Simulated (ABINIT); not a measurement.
# Be3N2 (R3m): a self-consistent loop beyond G0W0, cycle by cycle, part 2 of 2

Wanted: G0W0 and self-consistent gaps of Be3N2 (R3m), with the cost of the cycles.

ABINIT 10.8.3; LDA and many-body steps on it, plane waves. Known limits of the many-body steps: not at the basis limit.

So far. Step 10 (evGW, cycle 1): Against G0W0 in ABINIT (6×6×6 mesh, 74 bands, screening to 130.6 eV, Godby-Needs plasmon pole), the gap moves by +0.517 eV. Step 13 (evGW, cycle 2): Against the cycle before, the gap moves by +0.028 eV.

## (14) Screening, 6×6×6 mesh, 74 bands, screening to 130.6 eV

This step: RPA screening on LDA, plane waves, norm-conserving pseudopotentials.

Input file run.abi:

```
acell 3*1.0 Angstrom
rprim 
  1.419805055509 0.819724830995 4.866215662800
  -1.419805055509 0.819724830995 4.866215662800
  -0.000000000000 -1.639449661990 4.866215662800
ntypat 2
znucl 4 7
natom 5
typat 1 1 1 2 2
xred 
  0.859001080000 0.859001080000 0.859001080000
  0.317694560000 0.317694560000 0.317694560000
  0.088806770000 0.088806770000 0.088806770000
  0.204162680000 0.204162680000 0.204162680000
  0.708434910000 0.708434910000 0.708434910000
pp_dirpath "pseudos"
pseudos "Be.upf, N.upf"
ecut 38
ngkpt 6 6 6
nshiftk 1
shiftk 0 0 0
kptopt 1
chksymbreak 0
istwfk *1
occopt 1
irdwfk 1
optdriver 3
nband 74
ecuteps 4.8
inclvkb 2
awtr 1
symchi 1
gwcalctyp 10
mbpt_sciss 2.424 eV
nqptdm 1
qptdm 
  0 0 0
indata_prefix "in"
outdata_prefix "out"
tmpdata_prefix "tmp"
```

Started as:

```sh
$ OMP_NUM_THREADS=1 mpirun -n 4 abinit run.abi > log
```

Elapsed: 12 s, on 4 MPI ranks of Arm Neoverse V1, shared host; peak memory 2.4 GiB; 46 s of CPU time.

This step gave:

```yaml
eps_infinity_with_local_fields_on_this_mesh_along_the_program_s_q_direction: 3.870
the_same_without_local_fields: 4.152
plasma_frequency: 29.88 eV
plane_waves_in_the_screening_matrix: 111
```

This screening uses the functional's bands under a rigid shift, the mean opening of the cycle before.

## (15) Screening, 6×6×6 mesh, 74 bands, screening to 130.6 eV

This step: RPA screening on LDA from quasiparticle energies, plane waves, norm-conserving pseudopotentials.

run.abi, as its differences from that of step 14:

```diff
@@ -32,7 +32,37 @@
 symchi 1
+irdqps 1
 gwcalctyp 10
-mbpt_sciss 2.424 eV
-nqptdm 1
+nqptdm 31
 qptdm 
-  0 0 0
+  0.1666666667 0.0000000000 0.0000000000
+  0.3333333333 0.0000000000 0.0000000000
+  0.5000000000 0.0000000000 0.0000000000
+  0.1666666667 0.1666666667 0.0000000000
+  0.3333333333 0.1666666667 0.0000000000
+  0.5000000000 0.1666666667 0.0000000000
+  -0.3333333333 0.1666666667 0.0000000000
+  -0.1666666667 0.1666666667 0.0000000000
+  0.3333333333 0.3333333333 0.0000000000
+  0.5000000000 0.3333333333 0.0000000000
+  -0.3333333333 0.3333333333 0.0000000000
+  0.5000000000 0.5000000000 0.0000000000
+  0.1666666667 0.1666666667 0.1666666667
+  0.3333333333 0.1666666667 0.1666666667
+  0.5000000000 0.1666666667 0.1666666667
+  -0.3333333333 0.1666666667 0.1666666667
+  -0.1666666667 0.1666666667 0.1666666667
+  0.3333333333 0.3333333333 0.1666666667
+  0.5000000000 0.3333333333 0.1666666667
+  -0.3333333333 0.3333333333 0.1666666667
+  -0.1666666667 0.3333333333 0.1666666667
+  0.5000000000 0.5000000000 0.1666666667
+  -0.3333333333 0.5000000000 0.1666666667
+  -0.1666666667 0.5000000000 0.1666666667
+  -0.3333333333 -0.3333333333 0.1666666667
+  0.3333333333 0.3333333333 0.3333333333
+  0.5000000000 0.3333333333 0.3333333333
+  -0.3333333333 0.3333333333 0.3333333333
+  0.5000000000 0.5000000000 0.3333333333
+  -0.3333333333 0.5000000000 0.3333333333
+  0.5000000000 0.5000000000 0.5000000000
 indata_prefix "in"
```

Input file mrgscr.stdin:

```
2
merged
q0_SCR
out_SCR
1
```

Started as:

```sh
$ OMP_NUM_THREADS=1 mpirun -n 4 abinit run.abi > log; mrgscr < mrgscr.stdin
```

The job ended after 8.6 min (4 MPI ranks; peak memory 3 GiB).

This step gave:

| Quantity | Value |
| --- | --- |
| plasma frequency | 29.88 eV |
| plane waves in the screening matrix | 111 |

This screening reads the quasiparticle levels of the cycle before.

## (16) evGW, cycle 3

This step: evGW on LDA, plane waves, norm-conserving pseudopotentials.

run.abi, as its differences from that of step 15:

```diff
@@ -26,12 +26,10 @@
 irdwfk 1
-optdriver 3
+optdriver 4
 nband 74
-ecuteps 4.8
-inclvkb 2
-awtr 1
-symchi 1
-irdqps 1
 gwcalctyp 10
-nqptdm 31
-qptdm 
+ecutsigx 38
+symsigma 1
+nkptgw 32
+kptgw 
+  0.0000000000 0.0000000000 0.0000000000
   0.1666666667 0.0000000000 0.0000000000
@@ -67,2 +65,39 @@
   0.5000000000 0.5000000000 0.5000000000
+bdgw 
+  6 15
+  6 15
+  6 15
+  6 15
+  6 15
+  6 15
+  6 15
+  6 15
+  6 15
+  6 15
+  6 15
+  6 15
+  6 15
+  6 15
+  6 15
+  6 15
+  6 15
+  6 15
+  6 15
+  6 15
+  6 15
+  6 15
+  6 15
+  6 15
+  6 15
+  6 15
+  6 15
+  6 15
+  6 15
+  6 15
+  6 15
+  6 15
+ecuteps 4.8
+irdscr 1
+ppmodel 1
+irdqps 1
 indata_prefix "in"
```

Started as:

```sh
$ OMP_NUM_THREADS=1 mpirun -n 4 abinit run.abi > log
```

Elapsed: 21 min, on 4 MPI ranks; peak memory 4.6 GiB.

Numbers from this step:

| Item | Value |
| --- | --- |
| quasiparticle gap on the mesh | 4.75 eV |
| gap of the density functional on the mesh | 2.731 eV |
| k of the valence top | 0, 0, 0 |
| k of the conduction bottom | 0.5, 0.5, 0 |
| least direct quasiparticle gap on the computed points | 5.849 eV |

Against the cycle before, the gap moves by +0.001 eV.

## (17) Side by side

Times are wall times on 4 MPI ranks of Arm Neoverse V1, shared host, good to a factor of about two. A run's time includes the screening step that it read.

| run | mesh | bands | screening cutoff (eV) | DFT gap (eV) | gap on the mesh (eV) | direct (eV) | ε∞ used | time |
| --- | --- | --- | --- | --- | --- | --- | --- | --- |
| G0W0 | 6×6×6 | 74 | 130.6 | 2.731 | 4.204 | 5.298 | 4.53 | 9.6 min |
| evGW0, cycle 1 | 6×6×6 | 74 | 130.6 | 2.731 | 4.512 | 5.618 | 4.53 | 31 min |
| evGW0, cycle 2 | 6×6×6 | 74 | 130.6 | 2.731 | 4.418 | 5.509 | 4.53 | 30 min |
| evGW0, cycle 3 | 6×6×6 | 74 | 130.6 | 2.731 | 4.417 | 5.511 | 4.53 | 31 min |
| evGW, cycle 1 | 6×6×6 | 74 | 130.6 | 2.731 | 4.721 | 5.820 | 3.95 | 31 min |
| evGW, cycle 2 | 6×6×6 | 74 | 130.6 | 2.731 | 4.749 | 5.847 | 3.88 | 31 min |
| evGW, cycle 3 | 6×6×6 | 74 | 130.6 | 2.731 | 4.750 | 5.849 | 3.87 | 30 min |

## (18) Results

```yaml
g0w0: 4.204 eV
evgw0_cycle_1: 4.512 eV
evgw0_cycle_2: 4.418 eV
evgw0_cycle_3: 4.417 eV
evgw_cycle_1: 4.721 eV
evgw_cycle_2: 4.749 eV
evgw_cycle_3: 4.750 eV
known_limits: not at the basis limit
```

Only the bands that the input lists are updated; the others, empty or deep, keep the functional's energies or take a rigid shift. The evGW loop starts from the last levels of evGW0, so its cycles and time come on top of those. evGW0 ends at 4.42 eV, +0.21 eV from G0W0, after 3 cycles that took 64 min beside the first screening; the last moved the gap by 0.001 eV. evGW ends at 4.75 eV, +0.55 eV from G0W0, after 3 cycles that took 1.5 h beside the first screening; the last moved the gap by 0.001 eV. The first cycle of evGW0 takes the full correction, without the factor Z, so it overshoots the one-shot value. Bands and cutoff are finite, so the gap is not at the basis limit. The miss can reach some tenths of an eV and take either sign; the mesh is an error of its own. In the updated screening the q = 0 part is built from Kohn-Sham bands under a rigid shift, the other q from the quasiparticle levels.

[Paths, hosts, dates, memory and timing lines, banners, echoed tables and standing remarks are left out of the program output.]

[Logs are printed without paths, hosts, clocks, repeated set-up lines and the standing remarks that a program may print on its own settings, such as how far it seeks lower states.]

[Runs of the session that timed out or met a known fault of the program may be left out.]

[Hosts, paths, dates, database ids (printed as entryN), source tags and the programs' standing remarks are cut or masked in the printed files.]

[G0W0 gaps are taken among the corrected bands and points alone; a level outside them can change the order at an edge.]

[Where Ansatz stands beside ABINIT at settings called matched, ABINIT's density can come from a denser mesh and the files from another edition; pairs whose starting gaps differed by over 0.03 eV were left out, so agreement reads better than it is.]
